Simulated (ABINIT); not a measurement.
# A GW chain in ABINIT: Na2H6Pt (Fm-3m), part 2 of 3

Wanted: ground state, empty states, screening and self-energy for Na2H6Pt (Fm-3m).

ABINIT 10.8.3; LDA and many-body steps on it, plane waves. Known limits of the many-body steps: not at the basis limit; no spin polarisation; d states lean on the start; no spin-orbit coupling; coarse k mesh.

So far. Step 2 (Ground state): The gap is indirect, with the least direct gap 0.81 eV higher.

**3. Bands along the symmetry lines**

Level of this step: DFT, LDA, plane waves, norm-conserving pseudopotentials (ABINIT).

The cheap functional maps the bands first; the places of the edges decide which points the dearer methods must see.

Contents of run.abi:

```
acell 3*1.0 Angstrom
rprim 
  0.000000000000 3.629315950000 3.629315950000
  3.629315950000 -0.000000000000 3.629315950000
  3.629315950000 3.629315950000 -0.000000000000
ntypat 3
znucl 11 1 78
natom 9
typat 1 1 2 2 2 2 2 2 3
xred 
  0.750000000000 0.750000000000 0.750000000000
  0.250000000000 0.250000000000 0.250000000000
  0.774464350000 0.774464350000 0.225535650000
  0.225535650000 0.774464350000 0.225535650000
  0.774464350000 0.225535650000 0.225535650000
  0.225535650000 0.225535650000 0.774464350000
  0.774464350000 0.225535650000 0.774464350000
  0.225535650000 0.774464350000 0.774464350000
  0.000000000000 0.000000000000 0.000000000000
pp_dirpath "pseudos"
pseudos "Na.upf, H.upf, Pt.upf"
ecut 38
iscf -2
irdden 1
kptopt 0
nkpt 26
kpt 
  0.00000000 0.00000000 0.00000000
  0.12500000 0.00000000 0.12500000
  0.25000000 0.00000000 0.25000000
  0.37500000 0.00000000 0.37500000
  0.50000000 0.00000000 0.50000000
  0.53125000 0.06250000 0.53125000
  0.56250000 0.12500000 0.56250000
  0.59375000 0.18750000 0.59375000
  0.62500000 0.25000000 0.62500000
  0.37500000 0.37500000 0.75000000
  0.28125000 0.28125000 0.56250000
  0.18750000 0.18750000 0.37500000
  0.09375000 0.09375000 0.18750000
  0.00000000 0.00000000 0.00000000
  0.12500000 0.12500000 0.12500000
  0.25000000 0.25000000 0.25000000
  0.37500000 0.37500000 0.37500000
  0.50000000 0.50000000 0.50000000
  0.50000000 0.43750000 0.56250000
  0.50000000 0.37500000 0.62500000
  0.50000000 0.31250000 0.68750000
  0.50000000 0.25000000 0.75000000
  0.50000000 0.18750000 0.68750000
  0.50000000 0.12500000 0.62500000
  0.50000000 0.06250000 0.56250000
  0.50000000 0.00000000 0.50000000
istwfk *1
nband 28
nbdbuf 2
tolwfr 1e-08
nstep 40
prtwf 0
prtvol 0
indata_prefix "in"
outdata_prefix "out"
tmpdata_prefix "tmp"
```

The run is started by

```bash
> OMP_NUM_THREADS=1 mpirun -n 4 abinit run.abi > log
```

Numbers of over 12 decimals in the logs are rounded to 6 here.

The log of the run:

```text
.Version 10.8.3 of ABINIT. v10.8.2 released Aug 2026.

 Symmetries : space group Fm -3 m (#225); Bravais cF (face-center cubic)
[... echo of the input left out ...]
== DATASET  1 ==================================================================
-   mpi_nproc: 4, omp_nthreads: 1 (-1 if OMP is not activated)

--- !DatasetInfo
iteration_state: {dtset: 1, }
dimensions: {natom: 9, nkpt: 26, mband: 28, nsppol: 1, nspinor: 1, nspden: 1, mpw: 7261, }
cutoff_energies: {ecut:  38.0, pawecutdg:  -1.0, }
electrons: {nelect:   4.20000000E+01, charge:   0.00000000E+00, occopt:   1.00000000E+00, tsmear:   1.00000000E-02, }

 Real(R)+Recip(G) space primitive vectors, cartesian coordinates (Bohr,Bohr^-1):
 R(1)=  0.0000000  6.8584132  6.8584132  G(1)= -0.0729032  0.0729032  0.0729032
 R(2)=  6.8584132  0.0000000  6.8584132  G(2)=  0.0729032 -0.0729032  0.0729032
 R(3)=  6.8584132  6.8584132  0.0000000  G(3)=  0.0729032  0.0729032 -0.0729032
 Unit cell volume ucvol=  6.4520976E+02 bohr^3
 Angles (23,13,12)=  6.00000000E+01  6.00000000E+01  6.00000000E+01 degrees

 getcut: wavevector=  0.0000  0.0000  0.0000  ngfft=  54  54  54
         ecut(hartree)=     38.000   => boxcut(ratio)=   2.00700

--- Pseudopotential description ------------------------------------------------
- Na Generated using ONCVPSP code by D. R. Hamann
- 11.00000   9.00000  180309                  znucl, zion, pspdat
12 -1012 1 -1 1968                            pspcod,pspxc,lmax,lloc,mmax
     nproj     2     2     0     0
  pspatm : epsatm=    9.37365322
         --- l  ekb(1:nproj) -->
             0    2.664741   -0.674314
             1   -6.796556   -2.419774
 pspatm: atomic psp has been read  and splines computed

- H Generated using ONCVPSP code by D. R. Hamann
-  1.00000   1.00000  180309                  znucl, zion, pspdat
12 -1012 1 -1 1180                            pspcod,pspxc,lmax,lloc,mmax
     nproj     2     1     0     0
  pspatm : epsatm=    0.35439867
         --- l  ekb(1:nproj) -->
             0   -1.665338   -0.519510
             1   -0.275071
 pspatm: atomic psp has been read  and splines computed

- Pt Generated using ONCVPSP code by D. R. Hamann
- 78.00000  18.00000  180309                  znucl, zion, pspdat
12 -1012 3 -1 1340                            pspcod,pspxc,lmax,lloc,mmax
     nproj     2     2     2     2
  pspatm : epsatm=   26.53268550
         --- l  ekb(1:nproj) -->
[...]
pspatm: atomic psp has been read  and splines computed

--------------------------------------------------------------------------------

================================================================================
 prteigrs : about to open file out_EIG
 Non-SCF case, kpt    1 (  0.00000  0.00000  0.00000), residuals and eigenvalues=
  3.65E-09  2.03E-09  3.12E-09  5.18E-09  2.28E-09  2.85E-09  1.73E-09  3.23E-09
[...]
Non-SCF case, kpt   26 (  0.50000  0.00000  0.50000), residuals and eigenvalues=
[...]
-1.7843E-01 -1.5772E-01 -1.4913E-01 -5.2532E-02 -4.8561E-02 -3.7281E-02
 -3.7281E-02 -1.8593E-02 -1.8593E-02  1.3263E-01  2.5621E-01  3.0497E-01
[...]
--- !ResultsGS
iteration_state: {dtset: 1, }
comment   : Summary of ground state results
lattice_vectors:
- [  0.0000000,   6.8584132,   6.8584132, ]
- [  6.8584132,  -0.0000000,   6.8584132, ]
- [  6.8584132,   6.8584132,  -0.0000000, ]
lattice_lengths: [   9.69926,    9.69926,    9.69926, ]
lattice_angles: [ 60.000,  60.000,  60.000, ] # degrees, (23, 13, 12)
lattice_volume:   6.4520976E+02
convergence: {deltae:  0.000E+00, res2:  0.000E+00, residm:  9.981E-09, diffor:  0.000E+00, }
etotal    :  -2.25490342E+02
entropy   :   0.00000000E+00
fermie    :   1.13493423E-02
cartesian_stress_tensor: null
pressure_GPa: null
xred      :
- [  7.5000E-01,   7.5000E-01,   7.5000E-01, Na]
- [  2.5000E-01,   2.5000E-01,   2.5000E-01, Na]
- [  7.7446E-01,   7.7446E-01,   2.2554E-01,  H]
- [  2.2554E-01,   7.7446E-01,   2.2554E-01,  H]
- [  7.7446E-01,   2.2554E-01,   2.2554E-01,  H]
- [  2.2554E-01,   2.2554E-01,   7.7446E-01,  H]
- [  7.7446E-01,   2.2554E-01,   7.7446E-01,  H]
- [  2.2554E-01,   7.7446E-01,   7.7446E-01,  H]
- [  0.0000E+00,   0.0000E+00,   0.0000E+00, Pt]
cartesian_forces: null
force_length_stats: {min: null, max: null, mean: null, }

 Integrated electronic density in atomic spheres:
 ------------------------------------------------
 Atom  Sphere_radius  Integrated_density
[...]
================================================================================

 ----iterations are completed or convergence reached----

 Mean square residual over all n,k,spin=   48.824E-10; max=  99.815E-10
 reduced coordinates (array xred) for    9 atoms
[...]
0.225535650000      0.774464350000      0.774464350000
       0.000000000000      0.000000000000      0.000000000000

 cartesian coordinates (angstrom) at end:
[...]
length scales=  1.889726125908  1.889726125908  1.889726125908 bohr
              =  1.000000000000  1.000000000000  1.000000000000 angstroms
 prteigrs : about to open file out_EIG
 Eigenvalues (hartree) for nkpt=  26  k points:
 kpt#   1, nband= 28, wtk=  1.00000, kpt=  0.0000  0.0000  0.0000 (reduced coord)
[...]
kpt#   2, nband= 28, wtk=  1.00000, kpt=  0.1250  0.0000  0.1250 (reduced coord)
[...]
kpt#   3, nband= 28, wtk=  1.00000, kpt=  0.2500  0.0000  0.2500 (reduced coord)
[...]
kpt#  25, nband= 28, wtk=  1.00000, kpt=  0.5000  0.0625  0.5625 (reduced coord)
[...]
0.32580    0.39309    0.39494    0.40833
 kpt#  26, nband= 28, wtk=  1.00000, kpt=  0.5000  0.0000  0.5000 (reduced coord)
[...]
-0.77466   -0.77360   -0.77360   -0.77350   -0.17843   -0.15772   -0.14913   -0.05253
  -0.04856   -0.03728   -0.03728   -0.01859   -0.01859    0.13263    0.25621    0.30497
   0.32789    0.39355    0.39355    0.41493

== END DATASET(S) ==============================================================
================================================================================

 -outvars: echo values of variables after computation  --------
            nband          28
             nkpt          26
          spgroup         225
 [... the other variables as echoed above ...]

 Calculation completed.
```

It took 89 s on 4 MPI ranks of AMD EPYC 7571, shared host; peak memory 0.41 GiB.

This step gave:

```yaml
gap: 3.283 eV
k_of_the_valence_top: 0.1875, 0.1875, 0.375
k_of_the_conduction_bottom: 0.5, 0, 0.5
least_direct_gap: 4.115 eV
```

The gap is 3.283 eV, −0.017 eV from the run before at this level.

Electronic bands along the path, in eV, zero at the top of the highest filled band:

| point | band 18 | band 19 | band 20 | band 21 | band 22 | band 23 | band 24 | band 25 |
| --- | --- | --- | --- | --- | --- | --- | --- | --- |
| Γ | -1.52 | -0.25 | -0.25 | -0.25 | 5.58 | 7.25 | 7.25 | 8.20 |
| halfway | -1.47 | -0.95 | -0.51 | -0.51 | 4.61 | 7.17 | 7.33 | 7.53 |
| X | -1.34 | -1.34 | -0.83 | -0.83 | 3.28 | 6.65 | 7.97 | 8.60 |
| halfway | -1.35 | -1.30 | -0.98 | -0.75 | 3.52 | 6.79 | 7.52 | 8.49 |
| U | -1.36 | -1.25 | -1.17 | -0.53 | 4.05 | 6.71 | 7.20 | 8.23 |
| jump to K | -1.36 | -1.25 | -1.17 | -0.53 | 4.05 | 6.71 | 7.20 | 8.23 |
| halfway | -1.46 | -1.35 | -0.57 | 0.00 | 5.67 | 5.89 | 7.02 | 7.64 |
| Γ | -1.52 | -0.25 | -0.25 | -0.25 | 5.58 | 7.25 | 7.25 | 8.20 |
| halfway | -1.48 | -1.23 | -0.15 | -0.15 | 6.17 | 6.17 | 6.49 | 7.61 |
| L | -1.43 | -1.43 | -0.06 | -0.06 | 5.60 | 5.60 | 6.62 | 6.95 |
| halfway | -1.41 | -1.40 | -0.63 | -0.31 | 4.82 | 5.87 | 7.38 | 7.83 |
| W | -1.34 | -1.09 | -1.09 | -0.96 | 4.48 | 6.06 | 7.63 | 7.63 |
| halfway | -1.34 | -1.27 | -0.91 | -0.90 | 3.75 | 6.92 | 7.09 | 8.35 |
| X | -1.34 | -1.34 | -0.83 | -0.83 | 3.28 | 6.65 | 7.97 | 8.60 |

**4. Empty states on the mesh, 2×2×2 mesh, 66 bands**

The sums over transitions need many empty states on a uniform mesh; this step solves for them.

Contents of run.abi:

```
acell 3*1.0 Angstrom
rprim 
  0.000000000000 3.629315950000 3.629315950000
  3.629315950000 -0.000000000000 3.629315950000
  3.629315950000 3.629315950000 -0.000000000000
ntypat 3
znucl 11 1 78
natom 9
typat 1 1 2 2 2 2 2 2 3
xred 
  0.750000000000 0.750000000000 0.750000000000
  0.250000000000 0.250000000000 0.250000000000
  0.774464350000 0.774464350000 0.225535650000
  0.225535650000 0.774464350000 0.225535650000
  0.774464350000 0.225535650000 0.225535650000
  0.225535650000 0.225535650000 0.774464350000
  0.774464350000 0.225535650000 0.774464350000
  0.225535650000 0.774464350000 0.774464350000
  0.000000000000 0.000000000000 0.000000000000
pp_dirpath "pseudos"
pseudos "Na.upf, H.upf, Pt.upf"
ecut 38
ngkpt 2 2 2
nshiftk 1
shiftk 0 0 0
kptopt 1
chksymbreak 0
iscf -2
irdden 1
istwfk *1
nband 66
nbdbuf 6
tolwfr 1e-09
nstep 60
prtvol 0
indata_prefix "in"
outdata_prefix "out"
tmpdata_prefix "tmp"
```

The log of the run:

```text
.Version 10.8.3 of ABINIT. v10.8.2 released Aug 2026.

 Symmetries : space group Fm -3 m (#225); Bravais cF (face-center cubic)
[... echo of the input left out ...]
== DATASET  1 ==================================================================
-   mpi_nproc: 4, omp_nthreads: 1 (-1 if OMP is not activated)
-    --> not optimal distribution: autoparal keyword recommended in input file <--

--- !DatasetInfo
iteration_state: {dtset: 1, }
dimensions: {natom: 9, nkpt: 3, mband: 66, nsppol: 1, nspinor: 1, nspden: 1, mpw: 7239, }
cutoff_energies: {ecut:  38.0, pawecutdg:  -1.0, }
electrons: {nelect:   4.20000000E+01, charge:   0.00000000E+00, occopt:   1.00000000E+00, tsmear:   1.00000000E-02, }

 Real(R)+Recip(G) space primitive vectors, cartesian coordinates (Bohr,Bohr^-1):
 R(1)=  0.0000000  6.8584132  6.8584132  G(1)= -0.0729032  0.0729032  0.0729032
 R(2)=  6.8584132  0.0000000  6.8584132  G(2)=  0.0729032 -0.0729032  0.0729032
 R(3)=  6.8584132  6.8584132  0.0000000  G(3)=  0.0729032  0.0729032 -0.0729032
 Unit cell volume ucvol=  6.4520976E+02 bohr^3
 Angles (23,13,12)=  6.00000000E+01  6.00000000E+01  6.00000000E+01 degrees

 getcut: wavevector=  0.0000  0.0000  0.0000  ngfft=  54  54  54
         ecut(hartree)=     38.000   => boxcut(ratio)=   2.00700

--- Pseudopotential description ------------------------------------------------
- Na Generated using ONCVPSP code by D. R. Hamann
- 11.00000   9.00000  180309                  znucl, zion, pspdat
12 -1012 1 -1 1968                            pspcod,pspxc,lmax,lloc,mmax
     nproj     2     2     0     0
  pspatm : epsatm=    9.37365322
         --- l  ekb(1:nproj) -->
             0    2.664741   -0.674314
             1   -6.796556   -2.419774
 pspatm: atomic psp has been read  and splines computed

- H Generated using ONCVPSP code by D. R. Hamann
-  1.00000   1.00000  180309                  znucl, zion, pspdat
12 -1012 1 -1 1180                            pspcod,pspxc,lmax,lloc,mmax
     nproj     2     1     0     0
  pspatm : epsatm=    0.35439867
         --- l  ekb(1:nproj) -->
             0   -1.665338   -0.519510
             1   -0.275071
 pspatm: atomic psp has been read  and splines computed

- Pt Generated using ONCVPSP code by D. R. Hamann
- 78.00000  18.00000  180309                  znucl, zion, pspdat
12 -1012 3 -1 1340                            pspcod,pspxc,lmax,lloc,mmax
     nproj     2     2     2     2
  pspatm : epsatm=   26.53268550
         --- l  ekb(1:nproj) -->
[...]
pspatm: atomic psp has been read  and splines computed

--------------------------------------------------------------------------------

================================================================================
 prteigrs : about to open file out_EIG
 Non-SCF case, kpt    1 (  0.00000  0.00000  0.00000), residuals and eigenvalues=
[...]
2.92E-05  7.19E-05
 -3.5674E+00 -1.8786E+00 -1.8786E+00 -1.8786E+00 -1.7843E+00 -1.7842E+00
 -7.7452E-01 -7.7452E-01 -7.7452E-01 -7.7369E-01 -7.7369E-01 -7.7369E-01
 -2.1577E-01 -1.5236E-01 -1.5236E-01 -4.4000E-02 -4.4000E-02 -4.4000E-02
[...]
1.0342E+00  1.0442E+00  1.0782E+00  1.0782E+00  1.0782E+00  1.0935E+00
  1.0935E+00  1.0935E+00  1.1215E+00  1.1215E+00  1.1599E+00  1.1613E+00
 prteigrs : prtvol=0 or 1, do not print more k-points.

--- !ResultsGS
iteration_state: {dtset: 1, }
comment   : Summary of ground state results
lattice_vectors:
- [  0.0000000,   6.8584132,   6.8584132, ]
- [  6.8584132,  -0.0000000,   6.8584132, ]
- [  6.8584132,   6.8584132,  -0.0000000, ]
lattice_lengths: [   9.69926,    9.69926,    9.69926, ]
lattice_angles: [ 60.000,  60.000,  60.000, ] # degrees, (23, 13, 12)
lattice_volume:   6.4520976E+02
convergence: {deltae:  0.000E+00, res2:  0.000E+00, residm:  9.741E-10, diffor:  0.000E+00, }
etotal    :  -2.25490342E+02
entropy   :   0.00000000E+00
fermie    :   1.13493423E-02
cartesian_stress_tensor: null
pressure_GPa: null
xred      :
- [  7.5000E-01,   7.5000E-01,   7.5000E-01, Na]
- [  2.5000E-01,   2.5000E-01,   2.5000E-01, Na]
- [  7.7446E-01,   7.7446E-01,   2.2554E-01,  H]
- [  2.2554E-01,   7.7446E-01,   2.2554E-01,  H]
- [  7.7446E-01,   2.2554E-01,   2.2554E-01,  H]
- [  2.2554E-01,   2.2554E-01,   7.7446E-01,  H]
- [  7.7446E-01,   2.2554E-01,   7.7446E-01,  H]
- [  2.2554E-01,   7.7446E-01,   7.7446E-01,  H]
- [  0.0000E+00,   0.0000E+00,   0.0000E+00, Pt]
cartesian_forces: null
force_length_stats: {min: null, max: null, mean: null, }

 Integrated electronic density in atomic spheres:
 ------------------------------------------------
 Atom  Sphere_radius  Integrated_density
[...]
================================================================================

 ----iterations are completed or convergence reached----

 Mean square residual over all n,k,spin=   42.463E-11; max=  97.414E-11
 reduced coordinates (array xred) for    9 atoms
[...]
0.225535650000      0.774464350000      0.774464350000
       0.000000000000      0.000000000000      0.000000000000

 cartesian coordinates (angstrom) at end:
    1      5.443974     5.443974     5.443974
    2      1.814658     1.814658     1.814658
    3      3.629316     3.629316     5.621552
[...]
8      5.621552     3.629316     3.629316
    9      0.000000     0.000000     0.000000
 length scales=  1.889726125908  1.889726125908  1.889726125908 bohr
              =  1.000000000000  1.000000000000  1.000000000000 angstroms
 prteigrs : about to open file out_EIG
 Eigenvalues (hartree) for nkpt=   3  k points:
 kpt#   1, nband= 66, wtk=  0.12500, kpt=  0.0000  0.0000  0.0000 (reduced coord)
[...]
0.96153    0.97152    0.97152    0.97152    1.03416    1.03416    1.03416    1.04423
   1.07819    1.07819    1.07819    1.09349    1.09349    1.09349    1.12146    1.12146
   1.15993    1.16134
 prteigrs : prtvol=0 or 1, do not print more k-points.

== END DATASET(S) ==============================================================
================================================================================

 -outvars: echo values of variables after computation  --------
            nband          66
             nkpt           3
          spgroup         225
 [... the other variables as echoed above ...]

 Calculation completed.
```

Run time: 41 s. Hardware: 4 MPI ranks; peak memory 0.36 GiB.

This step gave:

| Item | Value |
| --- | --- |
| gap | 3.341 eV |
| k of the valence top | 0.5, 0, 0 |
| k of the conduction bottom | 0.5, 0.5, 0 |
| least direct gap | 4.115 eV |
| k points computed | 3 |
| lowest point of the top converged band, above the valence top | 29.49 eV |

On this mesh the gap is 3.341 eV. The earlier step found 3.300 eV, so this mesh misses an edge.

**5. Screening, 2×2×2 mesh, 60 bands, screening to 87.1 eV**

The RPA dielectric matrix is built and inverted for each q.

This step: RPA screening on LDA, plane waves, norm-conserving pseudopotentials.

run.abi, as its differences from that of step 4:

```diff
@@ -27,10 +27,11 @@
 chksymbreak 0
-iscf -2
-irdden 1
 istwfk *1
-nband 66
-nbdbuf 6
-tolwfr 1e-09
-nstep 60
-prtvol 0
+occopt 1
+irdwfk 1
+optdriver 3
+nband 60
+ecuteps 3.2
+inclvkb 2
+awtr 1
+symchi 1
 indata_prefix "in"
```

The log of the run:

```text
.Version 10.8.3 of ABINIT. v10.8.2 released Aug 2026.

 Symmetries : space group Fm -3 m (#225); Bravais cF (face-center cubic)
[... echo of the input left out ...]
== DATASET  1 ==================================================================
-   mpi_nproc: 4, omp_nthreads: 1 (-1 if OMP is not activated)

--- !DatasetInfo
iteration_state: {dtset: 1, }
dimensions: {natom: 9, nkpt: 3, mband: 60, nsppol: 1, nspinor: 1, nspden: 1, mpw: 7239, }
cutoff_energies: {ecut:  38.0, pawecutdg:  -1.0, }
electrons: {nelect:   4.20000000E+01, charge:   0.00000000E+00, occopt:   1.00000000E+00, tsmear:   1.00000000E-02, }

 SCREENING: Calculation of the susceptibility and dielectric matrices

 Based on a program developped by R.W. Godby, V. Olevano, G. Onida, and L. Reining.
 Incorporated in ABINIT by V. Olevano, G.-M. Rignanese, and M. Torrent.
.Using double precision arithmetic ; gwpc =  8

[... cell and pseudopotentials left out ...]
--------------------------------------------------------------------------------

 ==== K-mesh for the wavefunctions ====
 Number of points in the irreducible wedge :     3
[... list of points left out ...]
 Together with 48 symmetry operations and time-reversal symmetry
 yields     8 points in the full Brillouin Zone.

 ==== Q-mesh for the screening function ====
 Number of points in the irreducible wedge :     3
[... list of points left out ...]
 Together with 48 symmetry operations and time-reversal symmetry
 yields     8 points in the full Brillouin Zone.

 setmesh: FFT mesh size selected  =    36x   36x   36
          total number of points  =        46656

 vcoul_init : cutoff-mode = AUXILIARY_FUNCTION
 q-points for optical limit:   1
     1)      0.000010    0.000020    0.000030

- screening: taking advantage of time-reversal symmetry
- Maximum band index for partially occupied states nbvw = 21
- Remaining bands to be divided among processors   nbcw = 39
- Number of bands treated by each node ~9

 Number of electrons calculated from density =   42.0000; Expected =   42.0000
 average of density, n =  0.065095
 r_s =    1.5421
 omega_plasma =   24.6110 [eV]

 calculating chi0 at frequencies [eV] :
  1    0.000000E+00    0.000000E+00
  2    0.000000E+00    2.461103E+01

--------------------------------------------------------------------------------
  q-point number  1        q = ( 0.000000, 0.000000, 0.000000) [r.l.u.]
--------------------------------------------------------------------------------
[... chi0 elements left out ...]
 For q-point:  0.000010 0.000020 0.000030
  dielectric constant =   4.1003
  dielectric constant without local fields =   5.0682

  Average fulfillment of the sum rule on Im[epsilon] for q-point    1 :     32.21  [%]
[... wings left out ...]
  q-point number  2        q = ( 0.500000, 0.000000, 0.000000) [r.l.u.]
--------------------------------------------------------------------------------
[... chi0 elements left out ...]
  Average fulfillment of the sum rule on Im[epsilon] for q-point    2 :     39.52  [%]

 [... 1 further q-points ...]
```

Wall time 21 s (4 MPI ranks); peak memory 1 GiB.

Numbers from this step:

```
ε∞ with local fields, on this mesh, along the program's q direction : 4.100
the same without local fields                                       : 5.068
plasma frequency                                                    : 24.61 eV
plane waves in the screening matrix                                 : 169
```

Local fields lower ε∞ by 19 %. On a Γ-centred mesh this coarse the value itself is usually too large, while a short band sum pulls it down.

[end of part 2 of 3]

[Paths, hosts, dates, memory and timing lines, banners, echoed tables and standing remarks are left out of the program output.]

[Logs are printed without paths, hosts, clocks, repeated set-up lines and the standing remarks that a program may print on its own settings, such as how far it seeks lower states.]

[Runs of the session that timed out or met a known fault of the program may be left out.]

[Hosts, paths, dates, database ids (printed as entryN), source tags and the programs' standing remarks are cut or masked in the printed files.]

[G0W0 gaps are taken among the corrected bands and points alone; a level outside them can change the order at an edge.]

[Where Ansatz stands beside ABINIT at settings called matched, ABINIT's density can come from a denser mesh and the files from another edition; pairs whose starting gaps differed by over 0.03 eV were left out, so agreement reads better than it is.]
